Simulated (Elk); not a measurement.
# Magnetic state of NdSb from several starts

A self-consistent run ends on one state, which hangs on the start. Several orders of NdSb are started in Elk and their energies compared.

Main program and level: Elk 11.2.3 (patched build); PBEsol with U = 6.70 eV, J = 0.70 eV on Nd f; all-electron APW+lo, Dirac cores, scalar-relativistic bands.

Report form: the programs' logs are mostly left out.

**1. Starting point**

The structure is cubic, space group Fm-3m (No. 225). The conventional cell has a = 6.338 Å, b = 6.338 Å, c = 6.338 Å, α = 90.00°, β = 90.00°, γ = 90.00°. Nearest to Nd lie 6 Sb at 3.17 Å. Nearest to Sb lie 6 Nd at 3.17 Å. Farther neighbours are not listed.

**2. Start 1: ferro +**

The parallel start comes first: it fits the smallest cell, keeps the most symmetry and shows whether parallel moments form. A Hubbard term is added for the open shell, at a value in common use.

The last three numbers of an atom's line are a seed field in its sphere. It points against the wanted moment and shrinks by the factor reducebf each loop.

The input, elk.in:

```
tasks
  0

xctype
  22

reducebf
  0.6

epsengy
  1e-05

maxscl
  100

rgkmax
  7.0

nempty
  12

swidth
  0.003

lmaxi
  3

spinpol
  .true.

sppath
  './'

avec
  0.00000000000 5.98854208894 5.98854208894
  5.98854208894 0.00000000000 5.98854208894
  5.98854208894 5.98854208894 0.00000000000

atoms
  2
  'Nd.in'
  1
  0.0000000000 0.0000000000 0.0000000000   0.000000 0.000000 -0.300000
  'Sb.in'
  1
  0.5000000000 0.5000000000 0.5000000000   0.000000 0.000000 0.000000

ngridk
  8 8 8

dft+u
  1 1
  1 3 0.246220 0.025725
```

Launch:

```sh
OMP_NUM_THREADS=4 elk
```

It took 72 s on 4 threads of Arm Neoverse V2, shared host; peak memory 0.39 GiB; 4.1 min of CPU time.

This step gave:

```yaml
density_of_states_at_the_fermi_level: 0.2718 states/eV/cell
moment_between_the_spheres: -0.03582 μB
magnetization: -3.022 μB
final_state: ferromagnetic
largest_moment: 3.027 μB
```

The seeded moments ended reversed as a whole, which leaves the pattern as it was.

After 26 cycles the largest moment stands at 3.03 μB.

**3. Start 2: antiferro q=(0,1/2,1/2) +-**

Reversing part of the moments tests the sign of the couplings between them.

This order needs a doubled cell of 4 atoms. Its mesh is chosen so that both cells sample the same points.

The input, elk.in:

```
tasks
  0

xctype
  22

reducebf
  0.6

epsengy
  1e-05

maxscl
  100

rgkmax
  7.0

nempty
  12

swidth
  0.003

lmaxi
  3

spinpol
  .true.

sppath
  './'

avec
  0.00000000000 5.98854208894 5.98854208894
  11.97708417788 0.00000000000 11.97708417788
  11.97708417788 5.98854208894 5.98854208894

atoms
  2
  'Nd.in'
  2
  0.0000000000 0.0000000000 0.0000000000   0.000000 0.000000 -0.300000
  0.0000000000 0.5000000000 0.0000000000   0.000000 0.000000 0.300000
  'Sb.in'
  2
  0.5000000000 0.0000000000 0.5000000000   0.000000 0.000000 0.000000
  0.5000000000 0.5000000000 0.5000000000   0.000000 0.000000 0.000000

ngridk
  8 4 8

dft+u
  1 1
  1 3 0.246220 0.025725
```

Launch:

```sh
OMP_NUM_THREADS=4 elk
```

The job ended after 8.2 min (4 threads; peak memory 0.61 GiB; 30 min of CPU time).

Spin moment in the muffin-tin sphere by atom:

| atom | spin moment in the muffin-tin sphere (μB) |
| --- | --- |
| Nd1 | -3.05 |
| Nd2 | 3.05 |
| Sb3 | -0.02 |
| Sb4 | 0.02 |

Read from the output:

```yaml
density_of_states_at_the_fermi_level: 0.5386 states/eV/cell
moment_between_the_spheres: 0 μB
magnetization: 0 μB
final_state: antiferromagnetic
```

The seeded moments ended reversed as a whole, which leaves the pattern as it was.

It lies 7.80 meV a seeded atom under the first start, and its largest moment is 3.05 μB against 3.03 μB.

**4. Order 3, typed as antiferro q=(0,0,1/2) +-**

An opposed order shows whether the pairs that it reverses prefer unlike signs.

This order needs a doubled cell of 4 atoms. Its mesh is chosen so that both cells sample the same points.

The input, elk.in:

```
tasks
  0

xctype
  22

reducebf
  0.6

epsengy
  1e-05

maxscl
  100

rgkmax
  7.0

nempty
  12

swidth
  0.003

lmaxi
  3

spinpol
  .true.

sppath
  './'

avec
  0.00000000000 5.98854208894 5.98854208894
  5.98854208894 0.00000000000 5.98854208894
  11.97708417788 11.97708417788 0.00000000000

atoms
  2
  'Nd.in'
  2
  0.0000000000 0.0000000000 0.0000000000   0.000000 0.000000 -0.300000
  0.0000000000 0.0000000000 0.5000000000   0.000000 0.000000 0.300000
  'Sb.in'
  2
  0.5000000000 0.5000000000 0.2500000000   0.000000 0.000000 0.000000
  0.5000000000 0.5000000000 0.7500000000   0.000000 0.000000 0.000000

ngridk
  8 8 4

dft+u
  1 1
  1 3 0.246220 0.025725
```

Launch:

```sh
OMP_NUM_THREADS=4 elk
```

The job ended after 15 min (4 threads; peak memory 0.59 GiB; 54 min of CPU time).

Spin moment in the muffin-tin sphere by atom:

| atom | spin moment in the muffin-tin sphere (μB) |
| --- | --- |
| Nd1 | -3.05 |
| Nd2 | 3.05 |
| Sb3 | 0.00 |
| Sb4 | 0.00 |

Read from the output:

```
density of states at the Fermi level : 0.5907 states/eV/cell
moment between the spheres           : 0 μB
magnetization                        : 0 μB
final state                          : antiferromagnetic
```

The seeded moments ended reversed as a whole, which leaves the pattern as it was.

It lies 500 meV a seeded atom under the first start, and its largest moment is 3.05 μB against 3.03 μB.

**5. Start 4: no spin polarisation**

A run without seeds gives the energy of the state without moments.

The input, elk.in:

```
tasks
  0

xctype
  22

epsengy
  1e-05

maxscl
  100

rgkmax
  7.0

nempty
  12

swidth
  0.003

lmaxi
  3

sppath
  './'

avec
  0.00000000000 5.98854208894 5.98854208894
  5.98854208894 0.00000000000 5.98854208894
  5.98854208894 5.98854208894 0.00000000000

atoms
  2
  'Nd.in'
  1
  0.0000000000 0.0000000000 0.0000000000   0.000000 0.000000 0.000000
  'Sb.in'
  1
  0.5000000000 0.5000000000 0.5000000000   0.000000 0.000000 0.000000

ngridk
  8 8 8

dft+u
  1 1
  1 3 0.246220 0.025725
```

Launch:

```sh
OMP_NUM_THREADS=4 elk
```

Run time: 33 s. Hardware: 4 threads; peak memory 0.23 GiB.

Read from the output:

| Item | Value |
| --- | --- |
| density of states at the Fermi level | 14.75 states/eV/cell |
| final state | non-magnetic (no spin polarisation) |

It lies 6866 meV a seeded atom over the first start.

**6. Another try**

An input with a fault is tried, to see how the program answers.

elk.in: that of step 2 with these lines changed.

```diff
@@ -42,3 +42,3 @@
   1
-  0.0000000000 0.0000000000 0.0000000000   0.000000 0.000000 -0.300000
+  0.0000000000 0.0000000000 0.0000000000   0.000000 0.000000 0.000000
   'Sb.in'
```

Launch:

```sh
OMP_NUM_THREADS=4 elk
```

Run time: 2.1 min. Hardware: 4 threads; peak memory 0.43 GiB; 7.2 min of CPU time.

The run converged, to whatever state an unseeded start reaches.

The fault in the input: no seed field for a magnet.

The largest moment is 0 μB against 3.03 μB in the first run, and the free energy lies +6.87 eV from it.

Without a seed both spins stay alike by symmetry, so no moment can form.

**7. Energies of the orders**

These are free energies at a smearing of 0.0816 eV, so its entropy term is in the differences. They are divided by the number of seeded atoms, so that cells of unlike size compare. Wavevectors q in the names are fractions of the reciprocal vectors of the first run's cell.

Orders:

| start | final state | typed order kept | energy over the lowest (meV a seeded atom) | largest sphere moment (μB) | net moment (μB a primitive cell) | DOS at the Fermi level (states/eV a primitive cell) | mesh matched | CPU time (s) |
| --- | --- | --- | --- | --- | --- | --- | --- | --- |
| ferro + | ferromagnetic | yes | 500.1 | 3.027 | 3.022 | 0.2718 | yes | 245.7 |
| antiferro q=(0,1/2,1/2) +- | antiferromagnetic | yes | 492.3 | 3.052 | 0 | 0.2693 | yes | 1772 |
| antiferro q=(0,0,1/2) +- | antiferromagnetic | yes | 0 | 3.048 | 0 | 0.2954 | yes | 3227 |
| no spin polarisation | non-magnetic | - | 7366 | 0 | 0 | 14.75 | yes | 109 |

**8. What came out**

```json
{"moments, largest by run": "3.03, 3.05, 3.05, 0 μB", "spread of the energies": "7366 meV a seeded atom"}
```

No order can be named lowest. Under a U these runs may have ended in unlike orbital states: their energies lie far apart for exchange between like ions, or the runs differ in kind. The occupations were not compared, so the differences can't be taken as exchange energies. Open f shells have many stationary orbital fillings, so the state need not be the lowest, and spin-only moments miss the orbital part.

[Logs and program files are shortened in this print: banners, set-up blocks, solver, clock and traceback lines can be left out without a mark of their own.]

[Logs are printed without paths, hosts, clocks, repeated set-up lines and the standing remarks that a program may print on its own settings, such as how far it seeks lower states.]

[Hosts, paths, dates, database ids (printed as entryN), source tags and the programs' standing remarks are cut or masked in the printed files.]

[Where a cell is said to come from a database of computed structures, the database is the Materials Project.]
